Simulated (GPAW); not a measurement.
# Work function of Mg/Ir(100) at several levels

Aim: the work function of both faces of Mg/Ir(100), and its spread over functionals and bases.

Calculated with GPAW 26.7.0; GPAW, PAW setups; slab in vacuum, relaxation, in the first sound run; inputs show where later runs differ.

**1. Starting point**

The cell holds 5 atoms: 4 Ir and 1 Mg. Its edges and angles: a = 2.715 Å, b = 2.715 Å, c = 26.014 Å, α = 90.0°, β = 90.0°, γ = 90.0°. Vacuum lies along c.

**2. Relaxation**

The atoms are relaxed first, since the surface dipole, and with it the work function, follows the positions of the outer layers. The lowest 2 atoms are held at bulk positions and keep their forces.

run.py reads:

```python
import json
import numpy as np
from ase import Atoms
from ase.constraints import FixAtoms
from ase.optimize import BFGS
from gpaw import GPAW, PW

slab = Atoms(
    ['Ir', 'Ir', 'Ir', 'Ir', 'Mg'],
    positions=[
        [1.35765, 1.35765, 9.00000],
        [0.00000, 0.00000, 10.92000],
        [1.35765, 1.35765, 12.84000],
        [0.00000, 0.00000, 14.76000],
        [1.35765, 1.35765, 17.01413]],
    cell=[[2.71529, 0.0, 0.0], [0.0, 2.71529, 0.0], [0.0, 0.0, 26.01413]],
    pbc=[True, True, False])

slab.calc = GPAW(mode=PW(400), xc='PBE', kpts={'size': (12, 12, 1), 'gamma': True},
                 occupations={'name': 'fermi-dirac', 'width': 0.1}, nbands='200%',
                 convergence={'density': 1e-05}, maxiter=200,
                 poissonsolver={'dipolelayer': 'xy'},
                 symmetry={'tolerance': 1e-3, 'extra_ids': [1, 1, 0, 0, 0]}, txt='slab.txt')
result = {}
slab.set_constraint(FixAtoms([0, 1]))
path = []
opt = BFGS(slab, maxstep=0.2)
opt.attach(lambda: path.append((slab.get_potential_energy(), slab.positions.tolist(), slab.get_forces().tolist())))
result['relaxed'] = bool(opt.run(fmax=0.03, steps=40))
result['path'] = path
energy = slab.get_potential_energy()
fermi = slab.calc.get_fermi_level()
v = slab.calc.get_electrostatic_potential().mean((0, 1)) - fermi
n = slab.calc.get_pseudo_density().mean((0, 1))
L = slab.cell[2, 2]
z = np.arange(len(v)) * L / len(v)
low, high = slab.positions[:, 2].min(), slab.positions[:, 2].max()
below, above = np.interp([low - 6.8, high + 6.8], z, v)
slopes = [np.interp(x, z, np.gradient(v, z)) for x in (low - 6.8, high + 6.8)]
eps = np.array([[slab.calc.get_eigenvalues(k, s) for k in range(len(slab.calc.get_ibz_k_points()))]
                for s in range(slab.calc.get_number_of_spins())]) - fermi
top, bottom = eps[eps < 0].max(), eps[eps > 0].min()
dipole = slab.get_dipole_moment()[2]
print(f'energy {energy:.4f} eV, Fermi level {fermi:.4f} eV, dipole {dipole:.5f} e A')
print(f'potential 6.8 A off the faces, from the Fermi level: lower {below:.4f} eV, upper {above:.4f} eV')
print(f'slope of the potential there: lower {slopes[0]:.5f}, upper {slopes[1]:.5f} eV/A')
print(f'nearest levels on the mesh: {top:.4f} and {bottom:.4f} eV')
print('magnetic moment', round(slab.get_magnetic_moment(), 3))
result.update(energy=energy, fermi=fermi, dipole=dipole, below=below, above=above, slopes=slopes, edges=[top, bottom],
              z=z.tolist(), v=v.tolist(), n=n.tolist(), positions=slab.positions.tolist(),
              forces=slab.get_forces(apply_constraint=False).tolist(), moments=slab.get_magnetic_moments().tolist())
json.dump(result, open('result.json', 'w'))
```

Command:

```sh
OMP_NUM_THREADS=1 OPENBLAS_NUM_THREADS=1 python run.py
```

Output:

```text
Step          Energy          fmax
BFGS:    0      -37.291324        0.877878
BFGS:    1      -37.312913        0.834574
BFGS:    2      -37.413460        0.402168
BFGS:    3      -37.418051        0.228789
BFGS:    4      -37.419755        0.222735
BFGS:    5      -37.429374        0.308185
BFGS:    6      -37.431677        0.312421
BFGS:    7      -37.438890        0.160788
BFGS:    8      -37.439976        0.042740
BFGS:    9      -37.440083        0.000569
energy -37.3531 eV, Fermi level 1.8950 eV, dipole 0.06107 e A
potential 6.8 A off the faces, from the Fermi level: lower 5.5450 eV, upper 4.0449 eV
slope of the potential there: lower -0.00004, upper 0.00007 eV/A
nearest levels on the mesh: -0.0152 and 0.0027 eV
magnetic moment 0.0
```

Elapsed: 28 min, on 1 thread of Arm Neoverse V2, shared host; peak memory 0.3 GiB.

The steps of the relaxation:

| step | energy less that of the first step (eV) | largest force (eV/Å) |
| --- | --- | --- |
| 1 | 0.0000 | 0.8779 |
| 2 | -0.0216 | 0.8346 |
| 3 | -0.1224 | 0.4022 |
| 4 | -0.1271 | 0.2288 |
| 5 | -0.1288 | 0.2227 |
| 6 | -0.1388 | 0.3082 |
| 7 | -0.1413 | 0.3124 |
| 8 | -0.1494 | 0.1608 |
| 9 | -0.1506 | 0.0427 |
| 10 | -0.1507 | 0.0006 |

The atoms that moved most (Å):

| atom | dx | dy | dz | length |
| --- | --- | --- | --- | --- |
| Mg5 | 0.000 | 0.000 | -0.258 | 0.258 |
| Ir3 | 0.000 | 0.000 | 0.034 | 0.034 |
| Ir4 | 0.000 | 0.000 | 0.023 | 0.023 |

The relaxed structure:

```
Ir Mg
1.0
     2.71529    0.00000    0.00000
     0.00000    2.71529    0.00000
     0.00000    0.00000   26.01413
Ir Mg
4 1
Direct
  0.50000 0.50000 0.34597
  0.00000 0.00000 0.41977
  0.50000 0.50000 0.49489
  0.00000 0.00000 0.56827
  0.50000 0.50000 0.64411
```

This step gave:

| Property | Result |
| --- | --- |
| dipole along the normal | 0.06107 e·Å |
| levels nearest the Fermi level on the mesh | -0.01520, 0.002705 eV from the Fermi level |
| upper work function | 4.045 eV |
| lower work function | 5.545 eV |

The electrostatic potential energy of an electron (without an applied field's), less the Fermi level, planar mean by z:

| z (Å) | electrostatic potential energy of an electron (without an applied field's), less the Fermi level, planar mean (eV) |
| --- | --- |
| 0.0 | 4.80 |
| 0.5 | 5.55 |
| 1.0 | 5.55 |
| 1.5 | 5.55 |
| 2.0 | 5.55 |
| 2.5 | 5.55 |
| 3.0 | 5.55 |
| 3.5 | 5.54 |
| 4.0 | 5.54 |
| 4.5 | 5.54 |
| 5.0 | 5.54 |
| 5.5 | 5.54 |
| 6.0 | 5.52 |
| 6.5 | 5.47 |
| 7.0 | 5.23 |
| 7.5 | 4.32 |
| 8.0 | 0.742 |
| 8.5 | -11.9 |
| 9.0 | -25.9 |
| 9.5 | -12.8 |
| 10.0 | -4.47 |
| 10.5 | -16.1 |
| 11.0 | -25.9 |
| 11.5 | -10.6 |
| 12.0 | -4.72 |
| 12.5 | -17.9 |
| 13.0 | -25.4 |
| 13.5 | -9.49 |
| 14.0 | -5.93 |
| 14.5 | -20.7 |
| 15.0 | -22.7 |
| 15.5 | -6.17 |
| 16.0 | -2.63 |
| 16.5 | -9.58 |
| 17.0 | -10.3 |
| 17.5 | -2.87 |
| 18.0 | 1.20 |
| 18.5 | 2.97 |
| 19.0 | 3.67 |
| 19.5 | 3.92 |
| 20.0 | 4.00 |
| 20.5 | 4.03 |
| 21.0 | 4.04 |
| 21.5 | 4.04 |
| 22.0 | 4.04 |
| 22.5 | 4.04 |
| 23.0 | 4.04 |
| 23.5 | 4.04 |
| 24.0 | 4.04 |
| 24.5 | 4.04 |
| 25.0 | 4.04 |
| 25.5 | 4.04 |

Pseudo valence density, planar mean against z:

| z (Å) | pseudo valence density, planar mean (e/Å³) |
| --- | --- |
| 5.0 | 5.6e-5 |
| 5.5 | 2.2e-4 |
| 6.0 | 8.6e-4 |
| 6.5 | 0.00325 |
| 7.0 | 0.0132 |
| 7.5 | 0.0522 |
| 8.0 | 0.208 |
| 8.5 | 0.803 |
| 9.0 | 1.89 |
| 9.5 | 0.864 |
| 10.0 | 0.497 |
| 10.5 | 1.05 |
| 11.0 | 1.87 |
| 11.5 | 0.696 |
| 12.0 | 0.494 |
| 12.5 | 1.17 |
| 13.0 | 1.85 |
| 13.5 | 0.665 |
| 14.0 | 0.548 |
| 14.5 | 1.43 |
| 15.0 | 1.61 |
| 15.5 | 0.519 |
| 16.0 | 0.258 |
| 16.5 | 1.11 |
| 17.0 | 1.16 |
| 17.5 | 0.120 |
| 18.0 | 0.0488 |
| 18.5 | 0.0233 |
| 19.0 | 0.00933 |
| 19.5 | 0.00332 |
| 20.0 | 0.00116 |
| 20.5 | 3.9e-4 |
| 21.0 | 1.3e-4 |

The relaxation lowered the energy of the cell by 0.151 eV (energies extrapolated to zero smearing; the optimiser's log prints free energies). The largest force left on a free atom is 5.7e-4 eV/Å.

**3. Plane waves, PBE**

With the geometry fixed, the planar mean of the potential gives the vacuum level on each side.

This step: GPAW, PAW setups; slab in vacuum (GPAW 26.7.0).

Edit run.py of step 2 so:

```diff
@@ -3,4 +3,2 @@
 from ase import Atoms
-from ase.constraints import FixAtoms
-from ase.optimize import BFGS
 from gpaw import GPAW, PW
@@ -12,5 +10,5 @@
         [0.00000, 0.00000, 10.92000],
-        [1.35765, 1.35765, 12.84000],
-        [0.00000, 0.00000, 14.76000],
-        [1.35765, 1.35765, 17.01413]],
+        [1.35765, 1.35765, 12.87401],
+        [-0.00000, -0.00000, 14.78300],
+        [1.35765, 1.35765, 16.75606]],
     cell=[[2.71529, 0.0, 0.0], [0.0, 2.71529, 0.0], [0.0, 0.0, 26.01413]],
@@ -22,10 +20,4 @@
                  poissonsolver={'dipolelayer': 'xy'},
-                 symmetry={'tolerance': 1e-3, 'extra_ids': [1, 1, 0, 0, 0]}, txt='slab.txt')
+                 symmetry={'tolerance': 1e-3}, txt='slab.txt')
 result = {}
-slab.set_constraint(FixAtoms([0, 1]))
-path = []
-opt = BFGS(slab, maxstep=0.2)
-opt.attach(lambda: path.append((slab.get_potential_energy(), slab.positions.tolist(), slab.get_forces().tolist())))
-result['relaxed'] = bool(opt.run(fmax=0.03, steps=40))
-result['path'] = path
 energy = slab.get_potential_energy()
```

Output:

```text
energy -37.3531 eV, Fermi level 1.8952 eV, dipole 0.06122 e A
potential 6.8 A off the faces, from the Fermi level: lower 5.5451 eV, upper 4.0445 eV
slope of the potential there: lower -0.00006, upper 0.00009 eV/A
nearest levels on the mesh: -0.0152 and 0.0027 eV
magnetic moment 0.0
```

Elapsed: 3.5 min, on 1 thread; peak memory 0.3 GiB.

Numbers from this step:

- dipole along the normal: 0.06122 e·Å
- levels nearest the Fermi level on the mesh: -0.01518, 0.002676 eV from the Fermi level
- upper work function: 4.044 eV

The electrostatic potential energy of an electron (without an applied field's), less the Fermi level, planar mean oscillates, so the rows of the table below give means over windows of 1.95 Å about each position, cut where the curve ends. Its maxima inside the range that stand out by 2 % of the span (Å: eV): 1.3: 5.55, 10.0: -4.29, 11.9: -4.21, 13.9: -4.76, 15.8: -2.23. Its minima: 9.0: -25.9, 10.9: -26.6, 12.9: -26.6, 14.7: -26.1, 16.8: -12.2.

The electrostatic potential energy of an electron (without an applied field's), less the Fermi level, planar mean by z; means over each step:

| z (Å) | electrostatic potential energy of an electron (without an applied field's), less the Fermi level, planar mean (eV) |
| --- | --- |
| 0.97 | 5.47 |
| 2.92 | 5.55 |
| 4.87 | 5.54 |
| 6.82 | 5.03 |
| 8.77 | -12.7 |
| 10.72 | -14.6 |
| 12.67 | -14.6 |
| 14.62 | -14.3 |
| 16.57 | -6.63 |
| 18.52 | 2.33 |
| 20.47 | 4.01 |
| 22.42 | 4.04 |
| 24.38 | 4.04 |

The pseudo valence density, planar mean oscillates, so the rows of the table below give means over windows of 1.95 Å about each position, cut where the curve ends. Its maxima inside the range that stand out by 2 % of the span (Å: e/Å³): 9.1: 1.89, 10.8: 1.94, 12.8: 1.94, 14.7: 1.98, 16.7: 1.83. Its minima: 10.0: 0.490, 11.9: 0.469, 13.9: 0.495, 16.0: 0.249.

The pseudo valence density, planar mean by z; means over each step:

| z (Å) | pseudo valence density, planar mean (e/Å³) |
| --- | --- |
| 4.87 | 1.1e-4 |
| 6.82 | 0.0220 |
| 8.77 | 0.967 |
| 10.72 | 1.05 |
| 12.67 | 1.04 |
| 14.62 | 1.04 |
| 16.57 | 0.714 |
| 18.52 | 0.0303 |
| 20.47 | 8.0e-4 |
| 22.42 | 1.1e-5 |

Force by atom:

| atom | x (eV/Å) | y (eV/Å) | z (eV/Å) | size |
| --- | --- | --- | --- | --- |
| Ir1 | 0.000 | 0.000 | 0.681 | 0.681 |
| Ir2 | 0.000 | 0.000 | -0.683 | 0.683 |
| Ir3 | 0.000 | 0.000 | 0.000 | 0.000 |
| Ir4 | 0.000 | 0.000 | 0.000 | 0.000 |
| Mg5 | 0.000 | 0.000 | 0.000 | 0.000 |

The potential is flat to 9.0e-5 eV/Å where it is read, so the vacuum is wide enough.

**4. OptPBE vdW: xc = "optPBE-vdW"**

The same geometry under optPBE-vdW, to see how far the functional moves the levels against the vacuum (the van der Waals functionals take revPBE setups).

Edit run.py of step 3 so:

```diff
@@ -16,3 +16,3 @@
 
-slab.calc = GPAW(mode=PW(400), xc='PBE', kpts={'size': (12, 12, 1), 'gamma': True},
+slab.calc = GPAW(mode=PW(400), xc='optPBE-vdW', kpts={'size': (12, 12, 1), 'gamma': True},
                  occupations={'name': 'fermi-dirac', 'width': 0.1}, nbands='200%',
```

Output:

```text
energy -107.4870 eV, Fermi level 1.8133 eV, dipole 0.06343 e A
potential 6.8 A off the faces, from the Fermi level: lower 5.7017 eV, upper 4.1469 eV
slope of the potential there: lower -0.00006, upper 0.00011 eV/A
nearest levels on the mesh: -0.0010 and 0.0152 eV
magnetic moment 0.0
```

It took 3.6 min on 1 thread; peak memory 0.42 GiB.

Numbers from this step:

- dipole along the normal: 0.06343 e·Å
- levels nearest the Fermi level on the mesh: -9.52e-4, 0.01515 eV from the Fermi level
- upper work function: 4.147 eV
- lower work function: 5.702 eV

Electrostatic potential energy of an electron (without an applied field's), less the Fermi level, planar mean against z:

| z (Å) | electrostatic potential energy of an electron (without an applied field's), less the Fermi level, planar mean (eV) |
| --- | --- |
| 0.0 | 4.92 |
| 0.5 | 5.70 |
| 1.0 | 5.70 |
| 1.5 | 5.70 |
| 2.0 | 5.70 |
| 2.5 | 5.70 |
| 3.0 | 5.70 |
| 3.5 | 5.70 |
| 4.0 | 5.70 |
| 4.5 | 5.70 |
| 5.0 | 5.70 |
| 5.5 | 5.69 |
| 6.0 | 5.67 |
| 6.5 | 5.60 |
| 7.0 | 5.34 |
| 7.5 | 4.39 |
| 8.0 | 0.766 |
| 8.5 | -11.8 |
| 9.0 | -25.8 |
| 9.5 | -12.8 |
| 10.0 | -4.51 |
| 10.5 | -16.1 |
| 11.0 | -25.8 |
| 11.5 | -10.6 |
| 12.0 | -4.74 |
| 12.5 | -17.8 |
| 13.0 | -25.3 |
| 13.5 | -9.48 |
| 14.0 | -5.96 |
| 14.5 | -20.7 |
| 15.0 | -22.5 |
| 15.5 | -6.16 |
| 16.0 | -2.70 |
| 16.5 | -9.64 |
| 17.0 | -10.4 |
| 17.5 | -2.86 |
| 18.0 | 1.21 |
| 18.5 | 3.00 |
| 19.0 | 3.72 |
| 19.5 | 3.99 |
| 20.0 | 4.09 |
| 20.5 | 4.13 |
| 21.0 | 4.14 |
| 21.5 | 4.14 |
| 22.0 | 4.15 |
| 22.5 | 4.15 |
| 23.0 | 4.15 |
| 23.5 | 4.15 |
| 24.0 | 4.15 |
| 24.5 | 4.15 |
| 25.0 | 4.15 |
| 25.5 | 4.15 |

The pseudo valence density, planar mean oscillates, so the rows of the table below give means over windows of 1.95 Å about each position, cut where the curve ends. Its maxima inside the range that stand out by 2 % of the span (Å: e/Å³): 9.1: 1.90, 10.8: 1.95, 12.8: 1.94, 14.7: 1.99, 16.7: 1.83. Its minima: 10.0: 0.486, 11.9: 0.466, 13.9: 0.491, 16.0: 0.246.

Pseudo valence density, planar mean against z; means over each step:

| z (Å) | pseudo valence density, planar mean (e/Å³) |
| --- | --- |
| 4.87 | 1.4e-4 |
| 6.82 | 0.0222 |
| 8.77 | 0.967 |
| 10.72 | 1.05 |
| 12.67 | 1.04 |
| 14.62 | 1.04 |
| 16.57 | 0.713 |
| 18.52 | 0.0303 |
| 20.47 | 8.9e-4 |
| 22.42 | 1.7e-5 |

Force by atom:

| atom | x (eV/Å) | y (eV/Å) | z (eV/Å) | size |
| --- | --- | --- | --- | --- |
| Ir1 | 0.000 | 0.000 | 0.090 | 0.090 |
| Ir2 | 0.000 | 0.000 | -0.621 | 0.621 |
| Ir3 | 0.000 | 0.000 | -0.056 | 0.056 |
| Ir4 | 0.000 | 0.000 | 0.439 | 0.439 |
| Mg5 | 0.000 | 0.000 | 0.149 | 0.149 |

The upper face's work function is 4.147 eV, against 4.044 eV in the first plane-wave PBE run at this geometry.

**5. Self-consistent run: xc = "revPBE"**

The same geometry under revPBE, to see how far the functional moves the levels against the vacuum.

Edit run.py of step 4 so:

```diff
@@ -16,3 +16,3 @@
 
-slab.calc = GPAW(mode=PW(400), xc='optPBE-vdW', kpts={'size': (12, 12, 1), 'gamma': True},
+slab.calc = GPAW(mode=PW(400), xc='revPBE', kpts={'size': (12, 12, 1), 'gamma': True},
                  occupations={'name': 'fermi-dirac', 'width': 0.1}, nbands='200%',
```

Output:

```text
energy -35.2227 eV, Fermi level 1.9756 eV, dipole 0.05823 e A
potential 6.8 A off the faces, from the Fermi level: lower 5.4124 eV, upper 3.9851 eV
slope of the potential there: lower -0.00006, upper 0.00009 eV/A
nearest levels on the mesh: -0.0154 and 0.0009 eV
magnetic moment 0.0
```

Elapsed: 3.4 min, on 1 thread; peak memory 0.3 GiB.

Numbers from this step:

```
dipole along the normal                    : 0.05823 e·Å
levels nearest the Fermi level on the mesh : -0.01544, 8.98e-4 eV from the Fermi level
upper work function                        : 3.985 eV
lower work function                        : 5.412 eV
```

The electrostatic potential energy of an electron (without an applied field's), less the Fermi level, planar mean oscillates, so the rows of the table below give means over windows of 1.95 Å about each position, cut where the curve ends. Its maxima inside the range that stand out by 2 % of the span (Å: eV): 1.3: 5.41, 10.0: -4.36, 11.9: -4.27, 13.9: -4.82, 15.8: -2.31. Its minima: 9.0: -26.0, 10.9: -26.6, 12.9: -26.7, 14.7: -26.2, 16.8: -12.3.

The electrostatic potential energy of an electron (without an applied field's), less the Fermi level, planar mean by z; means over each step:

| z (Å) | electrostatic potential energy of an electron (without an applied field's), less the Fermi level, planar mean (eV) |
| --- | --- |
| 0.97 | 5.34 |
| 2.92 | 5.41 |
| 4.87 | 5.41 |
| 6.82 | 4.90 |
| 8.77 | -12.7 |
| 10.72 | -14.6 |
| 12.67 | -14.6 |
| 14.62 | -14.3 |
| 16.57 | -6.72 |
| 18.52 | 2.27 |
| 20.47 | 3.96 |
| 22.42 | 3.98 |
| 24.38 | 3.99 |

The upper face's work function is 3.985 eV, against 4.044 eV in the first plane-wave PBE run at this geometry.

**6. Self-consistent run: xc = "LDA"**

The same geometry under LDA, to see how far the functional moves the levels against the vacuum.

Edit run.py of step 5 so:

```diff
@@ -16,3 +16,3 @@
 
-slab.calc = GPAW(mode=PW(400), xc='revPBE', kpts={'size': (12, 12, 1), 'gamma': True},
+slab.calc = GPAW(mode=PW(400), xc='LDA', kpts={'size': (12, 12, 1), 'gamma': True},
                  occupations={'name': 'fermi-dirac', 'width': 0.1}, nbands='200%',
```

Output:

```text
energy -43.2178 eV, Fermi level 1.6295 eV, dipole 0.07044 e A
potential 6.8 A off the faces, from the Fermi level: lower 5.8927 eV, upper 4.1657 eV
slope of the potential there: lower -0.00006, upper 0.00009 eV/A
nearest levels on the mesh: -0.0118 and 0.0028 eV
magnetic moment 0.0
```

Wall time 3.3 min (1 thread); peak memory 0.3 GiB.

This step gave:

```yaml
dipole_along_the_normal: 0.07044 e·Å
levels_nearest_the_fermi_level_on_the_mesh: -0.01180, 0.002767 eV from the Fermi level
upper_work_function: 4.166 eV
lower_work_function: 5.893 eV
```

The upper face's work function is 4.166 eV, against 4.044 eV in the first plane-wave PBE run at this geometry.

**7. Self-consistent run: xc = "RPBE"**

The same geometry under RPBE, to see how far the functional moves the levels against the vacuum.

Edit run.py of step 6 so:

```diff
@@ -16,3 +16,3 @@
 
-slab.calc = GPAW(mode=PW(400), xc='LDA', kpts={'size': (12, 12, 1), 'gamma': True},
+slab.calc = GPAW(mode=PW(400), xc='RPBE', kpts={'size': (12, 12, 1), 'gamma': True},
                  occupations={'name': 'fermi-dirac', 'width': 0.1}, nbands='200%',
```

Output:

```text
energy -34.7432 eV, Fermi level 1.9913 eV, dipole 0.05752 e A
potential 6.8 A off the faces, from the Fermi level: lower 5.3931 eV, upper 3.9832 eV
slope of the potential there: lower -0.00006, upper 0.00009 eV/A
nearest levels on the mesh: -0.0155 and 0.0001 eV
magnetic moment 0.0
```

Elapsed: 3.4 min, on 1 thread; peak memory 0.3 GiB.

Numbers from this step:

| Quantity | Value |
| --- | --- |
| dipole along the normal | 0.05752 e·Å |
| levels nearest the Fermi level on the mesh | -0.01548, 6.53e-5 eV from the Fermi level |
| upper work function | 3.983 eV |
| lower work function | 5.393 eV |

The electrostatic potential energy of an electron (without an applied field's), less the Fermi level, planar mean oscillates, so the rows of the table below give means over windows of 1.95 Å about each position, cut where the curve ends. Its maxima inside the range that stand out by 2 % of the span (Å: eV): 1.3: 5.39, 10.0: -4.38, 11.9: -4.30, 13.9: -4.84, 15.8: -2.33. Its minima: 9.0: -26.0, 10.9: -26.6, 12.9: -26.7, 14.7: -26.2, 16.8: -12.4.

The electrostatic potential energy of an electron (without an applied field's), less the Fermi level, planar mean by z; means over each step:

| z (Å) | electrostatic potential energy of an electron (without an applied field's), less the Fermi level, planar mean (eV) |
| --- | --- |
| 0.97 | 5.33 |
| 2.92 | 5.39 |
| 4.87 | 5.39 |
| 6.82 | 4.88 |
| 8.77 | -12.8 |
| 10.72 | -14.6 |
| 12.67 | -14.7 |
| 14.62 | -14.4 |
| 16.57 | -6.74 |
| 18.52 | 2.26 |
| 20.47 | 3.95 |
| 22.42 | 3.98 |
| 24.38 | 3.98 |

The upper face's work function is 3.983 eV, against 4.044 eV in the first plane-wave PBE run at this geometry.

**8. Self-consistent run: xc = "vdW-DF2"**

The same geometry under vdW-DF2, to see how far the functional moves the levels against the vacuum (the van der Waals functionals take revPBE setups).

Edit run.py of step 7 so:

```diff
@@ -16,3 +16,3 @@
 
-slab.calc = GPAW(mode=PW(400), xc='RPBE', kpts={'size': (12, 12, 1), 'gamma': True},
+slab.calc = GPAW(mode=PW(400), xc='vdW-DF2', kpts={'size': (12, 12, 1), 'gamma': True},
                  occupations={'name': 'fermi-dirac', 'width': 0.1}, nbands='200%',
```

Output:

```text
energy -677.6081 eV, Fermi level 1.8760 eV, dipole 0.06767 e A
potential 6.8 A off the faces, from the Fermi level: lower 5.8103 eV, upper 4.1515 eV
slope of the potential there: lower -0.00007, upper 0.00016 eV/A
nearest levels on the mesh: -0.0040 and 0.0025 eV
magnetic moment 0.0
```

The job ended after 4.3 min (1 thread; peak memory 0.42 GiB).

Numbers from this step:

```
dipole along the normal                    : 0.06767 e·Å
levels nearest the Fermi level on the mesh : -0.003989, 0.002532 eV from the Fermi level
upper work function                        : 4.151 eV
lower work function                        : 5.810 eV
```

The upper face's work function is 4.151 eV, against 4.044 eV in the first plane-wave PBE run at this geometry.

(Part 1 of 2 ends here.)

[Logs are printed without paths, hosts, clocks, repeated set-up lines and the standing remarks that a program may print on its own settings, such as how far it seeks lower states.]

[Hosts, paths, dates, database ids (printed as entryN), source tags and the programs' standing remarks are cut or masked in the printed files.]
